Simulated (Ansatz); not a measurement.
# La on Ir(111): change of the work function, part 3 of 3

Aim: the work function of Ir(111) at several coverages of La (fcc site), and the dipole that each adsorbate carries.

Ansatz 0.2.0; plane-wave DFT, PBE, Ansatz PAW.

So far, work function, upper face (eV): step 2 (the clean slab) 5.49; step 3 (37 atoms, coverage 0.111 ML, cell 3x3) 2.51.

## (4) The covered slab, k-mesh 6×6×1, coverage 0.25 ML

System of this step: La/Ir(111). The cell holds 17 atoms: 16 Ir and 1 La. Cell: a = 5.431 Å, b = 5.431 Å, c = 27.859 Å, α = 90.0°, β = 90.0°, γ = 60.0°. Vacuum lies along c.

Another coverage, to see how the dipoles act on each other as their distance changes.

File input.yaml:

```yaml
crystal:
  lattice:
    - [5.4305800796, 0.0, 0.0]
    - [2.7152900398, 4.7030203062, 0.0]
    - [0.0, 0.0, 27.8586853312]
  atoms:
    - { symbol: Ir, position: [0.0, 0.0, 0.323059035] }
    - { symbol: Ir, position: [0.1666666667, 0.1666666667, 0.4026401426] }
    - { symbol: Ir, position: [0.3333333333, 0.3333333333, 0.4821286076] }
    - { symbol: Ir, position: [0.0, 0.0, 0.5612354888] }
    - { symbol: Ir, position: [0.0, 0.5, 0.323059035] }
    - { symbol: Ir, position: [0.1666666667, 0.6666666667, 0.4026401426] }
    - { symbol: Ir, position: [0.3333333333, 0.8333333333, 0.4821286076] }
    - { symbol: Ir, position: [0.0, 0.5, 0.5612354888] }
    - { symbol: Ir, position: [0.5, 0.0, 0.323059035] }
    - { symbol: Ir, position: [0.6666666667, 0.1666666667, 0.4026401426] }
    - { symbol: Ir, position: [0.8333333333, 0.3333333333, 0.4821286076] }
    - { symbol: Ir, position: [0.5, 0.0, 0.5612354888] }
    - { symbol: Ir, position: [0.5, 0.5, 0.323059035] }
    - { symbol: Ir, position: [0.6666666667, 0.6666666667, 0.4026401426] }
    - { symbol: Ir, position: [0.8333333333, 0.8333333333, 0.4821286076] }
    - { symbol: Ir, position: [0.5, 0.5, 0.5612354888] }
    - { symbol: La, position: [0.1666666667, 0.1666666667, 0.676940965] }
kpoints:
  mp_grid: { grid: [6, 6, 1] }
hamiltonian:
  xc: pbe
scf:
  occupations: { method: fermi_dirac, width: 0.1 }
  convergence: { dr2_threshold: 1.0e-08 }
efield:
  axis: 3
  dipole_correction: true
  ramp_position: 0.97
  ramp_width: 0.06
relax:
  f_tol: 0.02
  max_steps: 60
  constraints: [{ sites: [0, 1, 4, 5, 8, 9, 12, 13] }]
output:
  dos: { projected: true, e_range: [-8, 4] }
  write_potential: true
  write_density: true
  volumetric_format: npy
  elf: true
```

Command:

```console
ansatz run input.yaml --threads 4 --pin off --max-ram 16384MiB --backend cpu --events-out ev --progress --plain --runs-dir out
```

What it wrote:

```text
La: projections on atomic orbitals take those of the free atom [Kr 4d10] 4f0 5s2 5p6 5d1 6s2, of charge +0.00 (hamiltonian.pseudopotentials.projection_atoms); the dataset's partial waves leave at most 1.9e-5 of an orbital's norm unspanned inside its sphere
[...]
Crystal: 17 atoms, lattice volume = 711.514 Å³
Basis set: ecut = 420 eV, 13839 PW (Γ), exchange–correlation on 80×80×384 points (8 copies of the dense FFT grid, shifted against one another)
Bands: 170, of which v1, the nominal top of the filled ones, is band 142 counted from 1 (141 counted from 0)
Symmetry: 6 space group operations
[...]
k-points: 7 of 36 (time reversal used)
[...]
SCF iter   1: F=—  HF=-197208.743740 eV  |F-HF|=—  |Δ(HF+E_count)|=         —  Δρ=3.70e-2  dr2=1.03e2  ethr=1.77e-3  p=0.435 e·Å  D=1.11e-1 V/Å  ΔV_dip=-3.08 eV  dr2_dipole=4.88e1  V_vac-E_F(+/−)=2.28/5.37 eV  ⟨swp⟩=7.7  Hψ=4835  notcnv=0
[...]
SCF iter  14: F=-197208.171812 eV  HF=-197208.171812 eV  |F-HF|=1.57e-9  |Δ(HF+E_count)|=   1.16e-9  Δρ=4.68e-7  dr2=4.42e-9  ethr=3.53e-12  p=0.368 e·Å  D=9.35e-2 V/Å  ΔV_dip=-2.61 eV  dr2_dipole=4.00e-10  V_vac-E_F(+/−)=2.90/5.51 eV  ⟨swp⟩=10.1  Hψ=8114  notcnv=0
SCF 1 converged in 14 iterations: F = -197208.171812 eV  dr2 = 4.42e-9
[...]
relax step   1: F+E_penalty+E_count = -197208.17181247 eV  Δ(F+E_penalty+E_count) = +0.000e0 eV  max|allowed force component| = 2.661e0 eV/Å  Δτ_max = 0.0000 Å  (14 SCF iters, accepted)
[...]
SCF iter  12: F=-197208.852330 eV  HF=-197208.852330 eV  |F-HF|=6.37e-9  |Δ(HF+E_count)|=   1.99e-8  Δρ=4.96e-7  dr2=5.65e-9  ethr=3.53e-12  p=0.376 e·Å  D=9.56e-2 V/Å  ΔV_dip=-2.66 eV  dr2_dipole=2.86e-10  V_vac-E_F(+/−)=2.85/5.51 eV  ⟨swp⟩=9.0  Hψ=9340  notcnv=0
SCF 2 converged in 12 iterations: F = -197208.852330 eV  dr2 = 5.65e-9
[...]
relax step   2: F+E_penalty+E_count = -197208.85233036 eV  Δ(F+E_penalty+E_count) = -6.805e-1 eV  max|allowed force component| = 2.964e0 eV/Å  Δτ_max = 0.1973 Å  (12 SCF iters, accepted)
[...]
SCF iter  12: F=-197209.501668 eV  HF=-197209.501668 eV  |F-HF|=2.47e-9  |Δ(HF+E_count)|=   1.27e-8  Δρ=5.82e-7  dr2=7.25e-9  ethr=3.53e-12  p=0.394 e·Å  D=1.00e-1 V/Å  ΔV_dip=-2.79 eV  dr2_dipole=1.56e-10  V_vac-E_F(+/−)=2.73/5.52 eV  ⟨swp⟩=8.3  Hψ=8804  notcnv=0
SCF 3 converged in 12 iterations: F = -197209.501668 eV  dr2 = 7.25e-9
relax step   3: F+E_penalty+E_count = -197209.50166773 eV  Δ(F+E_penalty+E_count) = -6.493e-1 eV  max|allowed force component| = 2.963e0 eV/Å  Δτ_max = 0.1949 Å  (12 SCF iters, accepted)
[...]
relax step   4: F+E_penalty+E_count = -197210.08365768 eV  Δ(F+E_penalty+E_count) = -5.820e-1 eV  max|allowed force component| = 2.351e0 eV/Å  Δτ_max = 0.1936 Å  (12 SCF iters, accepted)
[...]
relax step   5: F+E_penalty+E_count = -197210.42645094 eV  Δ(F+E_penalty+E_count) = -3.428e-1 eV  max|allowed force component| = 7.455e-1 eV/Å  Δτ_max = 0.1990 Å  (12 SCF iters, accepted)
[...]
relax step   6: F+E_penalty+E_count = -197210.48636193 eV  Δ(F+E_penalty+E_count) = -5.991e-2 eV  max|allowed force component| = 4.582e-1 eV/Å  Δτ_max = 0.2000 Å  (10 SCF iters, accepted)
[...]
relax step   7: F+E_penalty+E_count = -197210.51973760 eV  Δ(F+E_penalty+E_count) = -3.338e-2 eV  max|allowed force component| = 4.666e-2 eV/Å  Δτ_max = 0.0576 Å  (10 SCF iters, accepted)
SCF iter   1: F=—  HF=-197210.518696 eV  |F-HF|=—  |Δ(HF+E_count)|=         —  Δρ=1.97e-4  dr2=1.66e-3  ethr=1.12e-6  p=0.488 e·Å  D=1.24e-1 V/Å  ΔV_dip=-3.45 eV  dr2_dipole=6.94e-4  V_vac-E_F(+/−)=2.05/5.50 eV  ⟨swp⟩=2.1  Hψ=1991  notcnv=0
[...]
SCF iter   7: F=-197210.520036 eV  HF=-197210.520036 eV  |F-HF|=5.12e-9  |Δ(HF+E_count)|=   5.73e-9  Δρ=5.20e-7  dr2=7.48e-9  ethr=3.53e-12  p=0.488 e·Å  D=1.24e-1 V/Å  ΔV_dip=-3.46 eV  dr2_dipole=5.74e-10  V_vac-E_F(+/−)=2.05/5.50 eV  ⟨swp⟩=11.3  Hψ=8857  notcnv=0
SCF 8 converged in 7 iterations: F = -197210.520036 eV  dr2 = 7.48e-9
[...]
relax step   8: F+E_penalty+E_count = -197210.52003644 eV  Δ(F+E_penalty+E_count) = -2.988e-4 eV  max|allowed force component| = 1.270e-2 eV/Å  Δτ_max = 0.0030 Å  (7 SCF iters, accepted)
[...]
SCF converged after 7 iterations
Free energy (F): -197210.520036 eV
[...]
Internal energy: -197209.913903 eV  (E = F + TS)
E sigma→0 (E₀):  -197210.216970 eV
Entropy (-TS):   -0.606133 eV (-35.655 meV/atom)
Fermi energy:    6.458668 eV
Dipole field:    D = 0.124110 V/Å  (p = 0.488010 e·Å, saw-weighted, corrected)
Work function:   Φ+ = 2.0468 eV   Φ− = 5.5043 eV
[...]
--- Forces (eV/Å), atoms counted from 1 ---
  atom   1  Ir     0.03631306     0.02096535     0.17895596
  atom   2  Ir     0.00000000    -0.00000000     0.05084591
  atom   3  Ir     0.00102797     0.00059350    -0.00467280
  atom   4  Ir    -0.00700289    -0.00404312     0.00024994
  atom   5  Ir     0.00000000    -0.04193071     0.17895596
  atom   6  Ir     0.16545807    -0.09552726    -0.29444593
  atom   7  Ir    -0.00000000    -0.00118700    -0.00467280
  atom   8  Ir     0.00000000     0.00808624     0.00024994
  atom   9  Ir    -0.03631306     0.02096535     0.17895596
  atom  10  Ir    -0.00000000     0.19105452    -0.29444593
  atom  11  Ir    -0.00102797     0.00059350    -0.00467280
  atom  12  Ir     0.00700289    -0.00404312     0.00024994
  atom  13  Ir     0.00000000    -0.00000000     0.29154122
  atom  14  Ir    -0.16545807    -0.09552726    -0.29444593
  atom  15  Ir     0.00000000     0.00000000     0.01269951
  atom  16  Ir    -0.00000000    -0.00000000     0.00191996
  atom  17  La    -0.00000000    -0.00000000     0.00275448
  max |Σ_I F_I| component: 2.26e-5 eV/Å
--- Band table (eV; the first three rows and the last of 7) ---
  k-point 0: bands = [... 138 lower, 7.0288, 7.1425, 7.1425, 7.1612, 7.3073, 7.3073, 7.4340, 7.4734, ... 24 higher]
  k-point 1: bands = [... 138 lower, 6.7192, 6.7629, 6.8333, 6.9051, 6.9653, 6.9918, 7.1112, 7.2043, ... 24 higher]
  k-point 2: bands = [... 138 lower, 5.8839, 6.2124, 6.2529, 6.2973, 6.4798, 6.5148, 6.5635, 6.6368, ... 24 higher]
  k-point 6: bands = [... 138 lower, 6.0649, 6.1379, 6.1428, 6.1967, 6.3880, 6.5259, 6.5455, 6.6001, ... 24 higher]
--- Relaxed structure (8 steps of the walk, 8 accepted, 0 SCFs on fresh bases) ---
  F+E_penalty+E_count = -197210.52003644 eV   max|allowed force component| = 1.270e-2 eV/Å
  atoms:
    - { symbol: Ir, position: [-1.795949e-17, -1.795949e-17, 0.323059] }
    - { symbol: Ir, position: [0.166667, 0.166667, 0.4026401426] }
    - { symbol: Ir, position: [0.333610, 0.333610, 0.483229] }
    - { symbol: Ir, position: [-0.00373948, -0.00373948, 0.562975] }
    - { symbol: Ir, position: [-2.775558e-17, 0.500000, 0.323059] }
    - { symbol: Ir, position: [0.166667, 0.666667, 0.4026401426] }
    - { symbol: Ir, position: [0.333610, 0.832780, 0.483229] }
    - { symbol: Ir, position: [-0.00373948, 0.507479, 0.562975] }
    - { symbol: Ir, position: [0.500000, -1.795949e-17, 0.323059] }
    - { symbol: Ir, position: [0.666667, 0.166667, 0.4026401426] }
    - { symbol: Ir, position: [0.832780, 0.333610, 0.483229] }
    - { symbol: Ir, position: [0.507479, -0.00373948, 0.562975] }
    - { symbol: Ir, position: [0.500000, 0.500000, 0.323059] }
    - { symbol: Ir, position: [0.666667, 0.666667, 0.4026401426] }
    - { symbol: Ir, position: [0.833333, 0.833333, 0.479834] }
    - { symbol: Ir, position: [0.500000, 0.500000, 0.565259] }
    - { symbol: La, position: [0.166667, 0.166667, 0.643644] }
```

Wall time 4.4 min (4 threads of Arm Neoverse V1, shared host); peak memory 2.9 GiB.

Relaxation path:

| step | energy less that of the first step (eV) | largest force component (eV/Å) |
| --- | --- | --- |
| 1 | 0.0000 | 2.6609 |
| 2 | -0.6805 | 2.9643 |
| 3 | -1.3299 | 2.9629 |
| 4 | -1.9118 | 2.3507 |
| 5 | -2.2546 | 0.7455 |
| 6 | -2.3146 | 0.4582 |
| 7 | -2.3479 | 0.0467 |
| 8 | -2.3482 | 0.0127 |

Forces are held to the 6 operations that the program found; a distortion that breaks them can't arise in this run.

The atoms that moved most (Å):

| atom | dx | dy | dz | length |
| --- | --- | --- | --- | --- |
| La17 | 0.000 | 0.000 | -0.928 | 0.928 |
| Ir16 | 0.000 | 0.000 | 0.112 | 0.112 |
| Ir15 | 0.000 | 0.000 | -0.064 | 0.064 |
| Ir4 | -0.030 | -0.018 | 0.048 | 0.060 |
| Ir8 | 0.000 | 0.035 | 0.048 | 0.060 |
| Ir12 | 0.030 | -0.018 | 0.048 | 0.060 |
| Ir11 | -0.002 | 0.001 | 0.031 | 0.031 |
| Ir7 | 0.000 | -0.003 | 0.031 | 0.031 |

The relaxed structure:

```xyz
17
Lattice="5.4306 0.0000 0.0000 2.7153 4.7030 0.0000 0.0000 0.0000 27.8587" Properties=species:S:1:pos:R:3
Ir    0.0000    0.0000    9.0000
Ir    1.3576    0.7838   11.2170
Ir    2.7175    1.5690   13.4621
Ir   -0.0305   -0.0176   15.6837
Ir    1.3576    2.3515    9.0000
Ir    2.7153    3.1353   11.2170
Ir    4.0729    3.9166   13.4621
Ir    1.3576    2.3867   15.6837
Ir    2.7153    0.0000    9.0000
Ir    4.0729    0.7838   11.2170
Ir    5.4283    1.5690   13.4621
Ir    2.7458   -0.0176   15.6837
Ir    4.0729    2.3515    9.0000
Ir    5.4306    3.1353   11.2170
Ir    6.7882    3.9192   13.3676
Ir    4.0729    2.3515   15.7474
La    1.3576    0.7838   17.9311
```

This step gave:

| Quantity | Value |
| --- | --- |
| energy at zero smearing | -197210.2170 eV |
| work function, upper face | 2.047 eV |
| work function, lower face | 5.504 eV |
| dipole along the normal | 0.4880 e·Å |
| step between the vacuum levels | -3.458 eV |

Running mean over 2.217 Å of the planar mean; the ramp of the sawtooth is left out. The electron's electrostatic potential energy less the Fermi level by z:

| z (Å) | electron's electrostatic potential energy less the Fermi level (eV) |
| --- | --- |
| 4 | 5.50 |
| 5 | 5.50 |
| 6 | 5.43 |
| 7 | 4.27 |
| 8 | -5.50 |
| 9 | -12.8 |
| 10 | -13.3 |
| 11 | -13.5 |
| 12 | -13.5 |
| 13 | -13.5 |
| 14 | -13.1 |
| 15 | -12.9 |
| 16 | -12.5 |
| 17 | -5.73 |
| 18 | -2.60 |
| 19 | -1.15 |
| 20 | 1.28 |
| 21 | 1.88 |
| 22 | 2.01 |
| 23 | 2.04 |
| 24 | 2.04 |

The density of states has structure finer than the step of the table below, so its rows give means over 0.25 eV. Peaks (eV: height): -3.550: 39.2, -3.430: 42.9, -3.130: 38.8, -1.980: 55.6, -1.260: 48.1, 1.170: 40.5, 1.860: 48.2.

Density of states against energy, zero at the Fermi level; means over each step:

energy (eV), density of states (states/eV a cell) and a bar:
```
    -7.75        1.7 
    -7.50       10.1 ########
    -7.25       10.4 ########
    -7.00       13.5 ###########
    -6.75       13.6 ###########
    -6.50       18.3 ################
    -6.25       21.3 ##################
    -6.00       17.7 ###############
    -5.75       12.1 ##########
    -5.50       13.2 ###########
    -5.25       17.4 ###############
    -5.00       13.2 ###########
    -4.75       19.7 #################
    -4.50       16.4 ##############
    -4.25       15.8 #############
    -4.00       25.1 ######################
    -3.75       23.4 ####################
    -3.50       33.7 ##############################
    -3.25       28.6 #########################
    -3.00       26.4 #######################
    -2.75       16.8 ##############
    -2.50       16.1 #############
    -2.25       15.6 #############
    -2.00       28.4 #########################
    -1.75       14.9 ############
    -1.50       14.5 ############
    -1.25       24.4 #####################
    -1.00       21.9 ###################
    -0.75       21.5 ###################
    -0.50       16.6 ##############
    -0.25       15.0 ############
     0.00       19.2 ################
     0.25       21.1 ##################
     0.50       23.4 ####################
     0.75       22.5 ####################
     1.00       18.0 ###############
     1.25       18.8 ################
     1.50       19.2 ################
     1.75       22.3 ###################
```

Projected DOS per atom over height of the atomic layer and energy from the Fermi level. Layers: Ir4 Ir4 Ir4 Ir4 La from below.

Values in states/eV, 22 rows by 5 columns, each cell a mean:
```
 0.4  0.2  0.2  0.4 22.7
 0.7  0.7  0.8  0.8  4.4
 1.0  1.4  1.3  0.8  1.5
 1.4  1.4  1.3  0.9  1.4
 1.3  1.0  0.9  1.1  1.0
 1.2  1.0  0.9  1.2  0.7
 1.5  1.0  1.1  1.4  1.0
 1.4  0.8  1.1  1.3  0.9
 1.5  1.0  1.1  1.3  0.9
 1.2  0.8  0.7  1.2  0.7
 1.7  0.9  0.9  1.4  0.5
 2.2  1.5  1.5  1.9  0.5
 1.5  1.6  1.5  1.9  0.5
 1.0  1.2  1.2  1.2  0.2
 0.8  1.2  1.2  1.0  0.1
 0.9  0.9  1.0  1.0  0.1
 0.8  0.9  0.9  0.9  0.1
 0.9  1.2  1.2  0.9  0.1
 0.9  1.5  1.4  1.0  0.1
 0.5  1.2  1.2  0.5  0.1
 0.4  1.0  0.9  0.4  0.1
 0.1  0.3  0.3  0.1  0.0
```
Columns: height of the atomic layer (Å) from 9 to 17.9; rows upwards: energy from the Fermi level (eV) from -7.96 to 1.95.

ELF in the ca plane at fractional y = 0.167, with atoms of Ir and La within 0.2 Å of it. It is the smooth field of the valence electrons, not physical close to the nuclei.

Values, 8 rows by 16 columns, each cell a mean:
```
0.41 0.27 0.31 0.28 0.41 0.33 0.35 0.38 0.28 0.34 0.18 0.12 0.08 0.02 0.00 0.00
0.30 0.31 0.51 0.34 0.31 0.27 0.27 0.31 0.28 0.07 0.06 0.08 0.05 0.01 0.00 0.00
0.31 0.35 0.57 0.40 0.30 0.22 0.25 0.34 0.27 0.13 0.07 0.06 0.03 0.01 0.00 0.00
0.30 0.31 0.53 0.34 0.30 0.27 0.27 0.32 0.28 0.07 0.06 0.08 0.05 0.01 0.00 0.00
0.41 0.27 0.31 0.28 0.41 0.33 0.35 0.38 0.28 0.31 0.17 0.12 0.08 0.02 0.00 0.00
0.30 0.31 0.51 0.33 0.31 0.27 0.27 0.31 0.50 0.76 0.50 0.15 0.11 0.04 0.01 0.00
0.31 0.35 0.57 0.40 0.30 0.22 0.23 0.31 0.53 0.29 0.63 0.16 0.12 0.04 0.01 0.00
0.30 0.31 0.52 0.34 0.30 0.26 0.27 0.31 0.51 0.74 0.52 0.15 0.11 0.04 0.01 0.00
```
Columns run along c (16.0 Å, from fractional 0.32 to 0.89 of the cell), rows up along a (5.4 Å). Atoms in or near the plane, at fractional coordinates: Ir at (0.40, 0.17), Ir at (0.40, 0.67), La at (0.64, 0.17).

Valence density in the ca plane at fractional y = 0.167, with atoms of Ir and La within 0.2 Å of it. It is the smooth field of the valence electrons, not physical close to the nuclei.

Ten steps, logarithmic in the rise over the least value, from '0' (0.0 e/Å³) to '9' (8.8 e/Å³), each cell a mean:
```
66533344333466543466543233321000000000000000
66533344333466543456542211100000000000000000
44434577643445433345432110000000000000000000
33335899853333322233322100000000000000000000
33335899963333322233321100000000000000000000
33335799853333322334322100000000000000000000
55433566543455433455432110000000000000000000
66533344333466543466543211110000000000000000
66533344333466543456543334321000000000000000
54434577643445433344433456553100000000000000
33335899853333322233334566664200000000000000
33335899963333322233334566664210000000000000
33335799853333322233334566664200000000000000
55433566543455433345433455542100000000000000
```
Columns run along c (16.0 Å, from fractional 0.32 to 0.89 of the cell), rows up along a (5.4 Å). Atoms in or near the plane, at fractional coordinates: Ir at (0.40, 0.17), Ir at (0.40, 0.67), La at (0.64, 0.17).

Electrostatic potential energy in the ca plane at fractional y = 0.167, with atoms of Ir and La within 0.2 Å of it. With pseudopotentials it is smooth inside the atoms' cores, unlike the true potential.

Ten even steps from '0' (-44 eV) to '9' (10 eV), each cell a mean:
```
33689888899743588753589887788999999999999999
34689888898743588754589999999999999999999999
67888522589876789876799999999999999999999999
88986100058988999998999999999999999999999999
99985000048999999999999999999999999999999999
88886100168988999988999999999999999999999999
66788633589866789866789999999999999999999999
33689888898743588743589998899999999999999999
34689888899743588754589876788999999999999999
67888522589876789877888631257899999999999999
88986100058988999999997302116899999999999999
99985000048999999999997226305899999999999999
88886100168988999998997301026899999999999999
66788633589866789876788642358999999999999999
```
Columns run along c (16.0 Å, from fractional 0.32 to 0.89 of the cell; values clipped at the 3rd and 97th percentile), rows up along a (5.4 Å). Atoms in or near the plane, at fractional coordinates: Ir at (0.40, 0.17), Ir at (0.40, 0.67), La at (0.64, 0.17).

The relaxation took 8 steps and lowered the energy by 2.3 eV; the largest force on the free atoms ends at 0.013 eV/Å.

By hand: a sheet of dipoles makes a step −p/(ε₀A) in the electron's potential. With e/ε₀ = 180.95 V·Å, p = 0.4880 e·Å and A = 25.54 Å², that is −180.95 × (0.4880) / 25.54 = -3.458 eV, and the two vacuum levels of the run differ by -3.458 eV.

The covered face has 2.05 eV, -3.44 eV against the clean one; the bare back face has moved by +0.01 eV, a measure of how thin the slab is.

## (5) Work function against coverage

This step: plane-wave DFT, PBE, Ansatz PAW; work function against coverage (Ansatz 0.2.0).

The runs are now put side by side.

This step gave:

- work function of the clean face: 5.486 eV
- largest change of the work function: -3.440 eV

The work function of the covered face by coverage:

| coverage (adsorbates/nm²) | work function of the covered face (eV) |
| --- | --- |
| 0.00 | 5.49 |
| 1.74 | 2.51 |
| 3.92 | 2.05 |

The dipole per adsorbate comes from the change of the cell's dipole. Coverage, by row:

| coverage (1/nm²) | coverage (ML) | work function (eV) | change (eV) | dipole per adsorbate, positive end outwards (debye) | mean height of the added atoms over the highest substrate atom (Å) |
| --- | --- | --- | --- | --- | --- |
| 1.74 | 0.1111 | 2.512 | -2.974 | 4.55 | 2.251 |
| 3.915 | 0.25 | 2.047 | -3.44 | 2.339 | 2.184 |

## (6) What came out

* work function of the clean face: 5.49 eV
* work function at 0.11 ML: 2.51 eV
* work function at 0.25 ML: 2.05 eV
* dipole per adsorbate at 0.11 ML, positive end outwards: 4.55 D

What this shows: La lowers the work function of Ir(111) at the lowest coverage, by 2.97 eV: the adsorbate layer has its positive end outwards. The slab has 4 layers, at the tabulated experimental lattice constant, one starting site was run, and quantum-size effects of a slab this thin can reach one or two tenths of an eV. The main runs have no spin polarisation; a magnetic state could lie lower and would change these results.

[Long decimals in the printed logs are rounded to 6 places.]

[Logs are printed without paths, hosts, clocks, repeated set-up lines and the standing remarks that a program may print on its own settings, such as how far it seeks lower states.]

[Hosts, paths, dates, database ids (printed as entryN), source tags and the programs' standing remarks are cut or masked in the printed files.]

[Maps of the electrostatic potential energy from Ansatz leave out the sawtooth potential of an applied field or a dipole correction, so their vacuum need not be flat; planar profiles and work functions include it.]

[The density of states shown here was stored with 400 of the rows of the run's finer table, so its peaks can read low, often by over a quarter, or be missed, and its means over a window can be off by a tenth or more.]
